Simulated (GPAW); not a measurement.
# Dielectric function and optical constants of TiSi2 (Zhiqinite), part 2 of 2

Aim: the dielectric function of TiSi2 (Zhiqinite), and the optical constants that follow from it. The cell comes from an older database entry, whose edges can differ from later determinations, mostly by under a per cent.

GPAW 26.7.0; DFT, PBE, plane-wave PAW (GPAW data sets), scalar-relativistic, RPA, optical limit.

So far. Step 2 (Ground state): There are states at the Fermi level within the smearing, so the occupations stay smeared and the carriers get a Drude term.

The database entry behind the starting cell is an old determination (1939), so it need not match the best structure at ambient conditions.

**4. Dielectric function, RPA (continued)**

The Im ε has structure finer than the step of the table below, so its rows give means over 0.5 eV, whole bins alone (the curve runs from 0.305 to 15.4 eV). Peaks (eV: height): E ∥ x 1.21: 22.7, 2.90: 20.6, 4.98: 21.2; E ∥ y 2.21: 22.2, 4.79: 20.7; E ∥ z 4.02: 24.4.

Sum at mesh points, not converged in k. Im ε against photon energy; means over each step:

```tsv
photon energy (eV)	E ∥ x	E ∥ y	E ∥ z
1.0	17.6	28.2	25.3
1.5	20.8	18.5	20.9
2.0	17.6	20.4	18.4
2.5	16.2	17.9	15.9
3.0	19.9	16.1	18.7
3.5	17.4	13.7	22.4
4.0	18.8	14.9	22.2
4.5	19.3	18.9	19.2
5.0	20.8	19.6	18.8
5.5	18.4	17.9	15.0
6.0	14.2	14.5	12.6
6.5	9.30	9.85	10.1
7.0	6.49	6.34	6.53
7.5	4.97	4.59	4.54
8.0	3.49	3.57	3.31
8.5	2.52	2.58	2.45
9.0	2.16	2.08	1.96
9.5	1.73	1.63	1.59
10.0	1.25	1.29	1.28
10.5	0.983	1.15	1.14
11.0	0.829	0.963	0.946
11.5	0.717	0.879	0.853
12.0	0.580	0.680	0.684
12.5	0.459	0.536	0.580
13.0	0.417	0.493	0.496
13.5	0.348	0.436	0.443
14.0	0.302	0.396	0.372
14.5	0.276	0.335	0.319
15.0	0.258	0.288	0.278
```

Values under 1 per cm are given as 1; sum at mesh points, not converged in k. The absorption coefficient by photon energy:

```tsv
photon energy (eV)	E ∥ x (1/cm)	E ∥ y (1/cm)	E ∥ z (1/cm)
0.492	3.9e5	4.3e5	2.5e5
1.010	2.2e5	4.4e5	3.0e5
1.486	3.8e5	4.2e5	3.9e5
1.985	4.7e5	5.2e5	4.6e5
2.508	5.1e5	6.8e5	5.2e5
3.018	8.0e5	7.9e5	6.9e5
3.510	8.9e5	7.6e5	1.0e6
3.980	1.1e6	9.1e5	1.3e6
4.516	1.3e6	1.3e6	1.4e6
4.981	1.7e6	1.7e6	1.7e6
5.515	2.0e6	1.9e6	1.9e6
6.021	2.2e6	2.2e6	2.0e6
6.494	2.3e6	2.3e6	2.2e6
6.985	2.1e6	2.2e6	2.2e6
7.496	2.2e6	2.1e6	2.1e6
8.026	2.1e6	2.1e6	2.1e6
8.516	2.0e6	2.0e6	2.0e6
9.023	2.0e6	2.0e6	1.9e6
9.483	2.0e6	1.9e6	1.9e6
10.026	1.9e6	1.9e6	1.8e6
10.519	1.9e6	1.8e6	1.8e6
11.029	1.8e6	1.8e6	1.7e6
11.479	1.8e6	1.8e6	1.7e6
12.023	1.7e6	1.7e6	1.7e6
12.504	1.6e6	1.6e6	1.6e6
13.000	1.6e6	1.6e6	1.6e6
13.512	1.5e6	1.5e6	1.5e6
14.040	1.5e6	1.5e6	1.5e6
14.493	1.4e6	1.4e6	1.4e6
14.960	1.3e6	1.4e6	1.4e6
```

Sum at mesh points, not converged in k. Table of Im ε, E ∥ x by photon energy; read off at these points:

```tsv
photon energy (eV)	without local fields	with local fields
0.50	31.2	31.2
1.00	15.9	15.7
1.21	23.1	22.7
1.50	21.2	20.9
1.59	22.3	21.9
2.00	17.2	17.0
2.50	15.5	15.2
2.90	21.3	20.6
3.00	20.9	20.1
3.50	17.9	17.2
4.00	19.5	18.6
4.50	19.9	19.1
4.93	21.7	21.1
5.00	21.6	21.1
5.50	18.9	18.7
6.00	14.2	14.1
6.50	9.05	9.18
7.00	6.70	6.64
7.50	4.81	4.87
8.00	3.27	3.39
8.50	2.39	2.46
9.00	2.05	2.14
9.50	1.57	1.76
10.00	1.12	1.25
10.50	0.863	0.962
11.00	0.730	0.822
11.50	0.618	0.721
12.00	0.477	0.572
12.50	0.390	0.457
13.00	0.363	0.430
13.50	0.290	0.353
14.00	0.245	0.302
14.50	0.228	0.282
15.00	0.205	0.262
```

The reflectivity at normal incidence has structure finer than the step of the table below, so its rows give means over 0.5 eV, whole bins alone (the curve runs from 0.305 to 15.4 eV). Peaks (eV: height): E ∥ x 1.21: 51.2, 12.34: 78.2; E ∥ y 2.24: 52.4, 9.75: 73.9, 12.18: 74.5; E ∥ z 4.07: 56.9, 8.27: 74.1.

Sum at mesh points, not converged in k. Table of reflectivity at normal incidence by photon energy; means over each step:

```tsv
photon energy (eV)	E ∥ x (%)	E ∥ y (%)	E ∥ z (%)
1.0	50.2	64.2	53.0
1.5	49.5	50.5	49.5
2.0	46.6	49.8	47.2
2.5	44.9	48.8	44.7
3.0	49.1	46.7	47.4
3.5	47.2	43.1	51.5
4.0	48.9	44.0	54.4
4.5	50.8	49.3	53.1
5.0	55.4	54.4	57.2
5.5	60.2	57.9	59.5
6.0	64.3	63.2	60.8
6.5	69.3	67.9	64.7
7.0	68.7	69.9	70.4
7.5	70.2	70.6	70.9
8.0	73.0	70.9	72.6
8.5	73.5	72.5	72.7
9.0	72.1	72.4	72.7
9.5	73.8	73.1	72.8
10.0	75.8	73.1	72.4
10.5	76.4	71.6	71.6
11.0	76.0	71.6	71.2
11.5	75.2	70.2	70.5
12.0	76.6	73.4	71.9
12.5	77.2	73.9	71.9
13.0	76.0	72.0	71.8
13.5	76.1	70.8	70.6
14.0	75.8	70.1	71.6
14.5	74.0	70.7	71.3
15.0	72.1	70.6	71.0
```

Sum at mesh points, not converged in k. Table of loss function −Im 1/ε at q → 0 by energy loss; read off at these points:

```tsv
energy loss (eV)	E ∥ x	E ∥ y	E ∥ z
0.5	0.00767	0.00751	0.0257
1.0	0.0503	0.0331	0.0321
1.5	0.0379	0.0578	0.0371
2.0	0.0476	0.0423	0.0426
2.5	0.0443	0.0539	0.0436
3.0	0.0428	0.0574	0.0390
3.5	0.0528	0.0662	0.0396
4.0	0.0497	0.0600	0.0408
4.5	0.0513	0.0502	0.0519
5.0	0.0472	0.0504	0.0507
5.5	0.0476	0.0527	0.0556
6.0	0.0487	0.0507	0.0583
6.5	0.0482	0.0501	0.0577
7.0	0.0621	0.0575	0.0542
7.5	0.0625	0.0626	0.0628
8.0	0.0618	0.0708	0.0660
8.5	0.0715	0.0751	0.0793
9.0	0.0845	0.0830	0.0874
9.5	0.0856	0.0926	0.0955
10.0	0.0893	0.105	0.108
10.5	0.0968	0.123	0.125
11.0	0.111	0.135	0.144
11.5	0.131	0.159	0.159
12.0	0.132	0.152	0.167
12.5	0.155	0.177	0.192
13.0	0.187	0.222	0.217
13.5	0.216	0.266	0.271
14.0	0.245	0.302	0.288
14.5	0.326	0.343	0.352
15.0	0.409	0.407	0.407
```

Optical constants at common wavelengths, from n + ik = √ε:

```tsv
wavelength (nm)	n x	k x	R (%) x	1/α x	n y	k y	R (%) y	1/α y
1550	2.27	3.511	60.5	35 nm	3.24	5.169	71.0	24 nm
1064	4.27	2.598	50.5	33 nm	3.39	3.668	58.6	23 nm
633	3.67	2.355	46.3	21 nm	3.85	2.559	48.8	20 nm
450	4.13	2.281	47.6	16 nm	3.22	2.486	46.3	14 nm
405	3.80	2.658	49.5	12 nm	3.16	2.572	47.2	13 nm
365	3.47	2.570	47.8	11 nm	2.95	2.226	42.6	13 nm
308	3.52	2.655	48.8	9.2 nm	3.26	2.235	43.7	11 nm
```

A polished face would reflect 47 % of daylight and look light grey (CIE x = 0.316, y = 0.330 under D65).

**5. Summary of results**

What this shows: At this level (PBE, RPA) TiSi2 is a metal. The mesh is too coarse to trust the carriers' weight, the reflectivity or the colour to better than tens of per cent. A polished face would reflect 47 % of daylight and look light grey (CIE x = 0.316, y = 0.330 under D65). The carriers' damping of 0.05 eV is typed, not computed; it shapes the response at the lowest energies. The curves end at 15 eV, about where the summed bands run out. In this version of GPAW the matrix elements of the optical limit are incomplete, which can lower ε − 1 by up to a tenth where first-row anions or d states rule, and shift it by more in d metals. GPAW's carrier term has the form −ωp²/(ω + i·rate)², which damps like twice the rate and fails at low energy, so the curves leave the lowest energies out. The sum runs over mesh points 0.17 Å⁻¹ apart with no interpolation, so peaks are partly noise of the mesh, and the Drude plasma energy, a sum over the Fermi surface, isn't converged.

[Machine, clock and banner lines and Python warnings are left out of the logs.]

[Logs are printed without paths, hosts, clocks, repeated set-up lines and the standing remarks that a program may print on its own settings, such as how far it seeks lower states.]

[Hosts, paths, dates, database ids (printed as entryN), source tags and the programs' standing remarks are cut or masked in the printed files.]
